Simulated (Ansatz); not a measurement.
From PBE to G0W0: Diamond (Fd-3m, 2 atoms a cell). The structure is cubic, space group Fd-3m (No. 227). The conventional cell has a = 3.567 Å, b = 3.567 Å, c = 3.567 Å, α = 90.00°, β = 90.00°, γ = 90.00°. Nearest to C lie 4 C at 1.54 Å. The calculation used DFT, PBE, plane waves, PAW; PAW set soft_1 (and 1 further level or step) in Ansatz 0.2.0, with cutoff 420 eV, 12×12×12 k-mesh, smearing width 0.02 eV, PAW set soft 1 in one of its runs. The PBE gap over mesh and path is 4.141 eV, from k = Γ to k = (0.350, 0.000, 0.350) and the G0W0@PBE gap over 24 of 72 irreducible mesh points is 5.642 eV, from k = Γ to k = (0.000, 0.333, 0.333). The GW settings are 12×12×12 mesh, 305 empty bands, screening to 520 eV, hard PAW files and the known limits are finite bands, screening cutoff and k mesh; no spin-orbit coupling in G0W0. It took 2 runs, 2.9 min in all on 1 × NVIDIA H100 80GB HBM3 (shared by 3 runs) with 4 threads of AMD EPYC 7R13 (Zen 3), shared host (the runs of this entry). Over 24 of 72 irreducible mesh points the G0W0 gap is 5.642 eV, from k = Γ to k = (0.000, 0.333, 0.333). The PBE gap of this run on the mesh is 4.158 eV. The two states that bound the G0W0 gap lie that far apart at the start, so the correction of the gap is 5.642 − 4.158 = +1.484 eV. The valence state moves by 12.290 − 13.359 = −1.069 eV and the conduction state by 17.932 − 17.517 = +0.415 eV, on the run's own scale; how far single levels stand from their limit in bands is not shown. The cell and positions come from the Crystallography Open Database and are kept as given unless a step says otherwise. With the 16×16×16 mesh in place of the 12×12×12 mesh and all else as in the G0W0@PBE row with 51 bands, the gap differs by 5.400 − 5.456 = −0.056 eV, and that of the start by 4.137 − 4.158 = −0.021 eV; an edge lies at another k point, so this need not be the shift of one pair of states. The differences hold parts that these runs do not separate: finite bands, cutoffs and mesh, points of the zone that were not corrected, the start of G0W0, spin-orbit coupling missing from it, static nuclei, no electron-hole attraction, and what each experiment reads as the gap. How much each gives is not known from the steps shown.

```
C
1.0
     0.00000    1.78337    1.78337
     1.78337    0.00000    1.78337
     1.78337    1.78337    0.00000
C
2
Direct
  0.00000 0.00000 0.00000
  0.25000 0.25000 0.25000
```

Diamond (Fd-3m, 2 atoms a cell): band gap by G0W0 on HSE06. The structure is cubic, space group Fd-3m (No. 227). The conventional cell has a = 3.567 Å, b = 3.567 Å, c = 3.567 Å, α = 90.00°, β = 90.00°, γ = 90.00°. Nearest to C lie 4 C at 1.54 Å. The calculation used G0W0 on HSE06, plane waves, PAW (and 1 further level or step) in Ansatz 0.2.0, with cutoff 820 eV, 12×12×12 k-mesh, {"kind": "paw", "source": "ansatz"}, empty bands 101, screening cutoff 250 eV, screening contour deformation, QP bands (v2, c2), PAW set ansatz in one of its runs. The HSE06 gap over mesh and listed points is 5.289 eV, from k = Γ to k = (0.000, 0.375, 0.375) and the G0W0@HSE06 gap over 24 of 72 irreducible mesh points is 5.982 eV, from k = Γ to k = (0.000, 0.333, 0.333). The GW settings are 12×12×12 mesh, 101 empty bands, screening to 250 eV, hard PAW files. The known limits are finite bands, screening cutoff and k mesh; no spin-orbit coupling in G0W0. It took 2 runs, 2.9 min in all on 1 × NVIDIA H100 80GB HBM3 (shared by 3 runs) with 4 threads of AMD EPYC 7R13 (Zen 3), shared host (the runs of this entry). Over 24 of 72 irreducible mesh points the G0W0 gap is 5.982 eV, from k = Γ to k = (0.000, 0.333, 0.333). The HSE06 gap of this run on the mesh is 5.316 eV. The two states that bound the G0W0 gap lie that far apart at the start, so the correction of the gap is 5.982 − 5.316 = +0.666 eV. The valence state moves by 12.247 − 12.743 = −0.496 eV and the conduction state by 18.229 − 18.059 = +0.170 eV, on the run's own scale; how far single levels stand from their limit in bands is not shown. In doubt: masses and optical values from hybrid runs of this build are listed as unsure (in some of the runs), which bears on the screening that GW takes from such a start. The cell and positions come from the Crystallography Open Database and are kept as given unless a step says otherwise. The differences hold parts that these runs do not separate: finite bands, cutoffs and mesh, points of the zone that were not corrected, the start of G0W0, spin-orbit coupling missing from it, static nuclei, no electron-hole attraction, and what each experiment reads as the gap. How much each gives is not known from the steps shown.

```xyz
2
Lattice="0.0000 1.7834 1.7834 1.7834 0.0000 1.7834 1.7834 1.7834 0.0000" Properties=species:S:1:pos:R:3 pbc="T T T"
C     0.0000    0.0000    0.0000
C     0.8917    0.8917    0.8917
```

[Paths, hosts, dates, memory and timing lines, banners, echoed tables and standing remarks are left out of the program output.]

[Logs are printed without paths, hosts, clocks, repeated set-up lines and the standing remarks that a program may print on its own settings, such as how far it seeks lower states.]

[Runs of the session that timed out or met a known fault of the program may be left out.]

[Cells called generated may have been cut or substituted from an entry of the Crystallography Open Database or the Materials Project.]

[Hosts, paths, dates, database ids (printed as entryN), source tags and the programs' standing remarks are cut or masked in the printed files.]
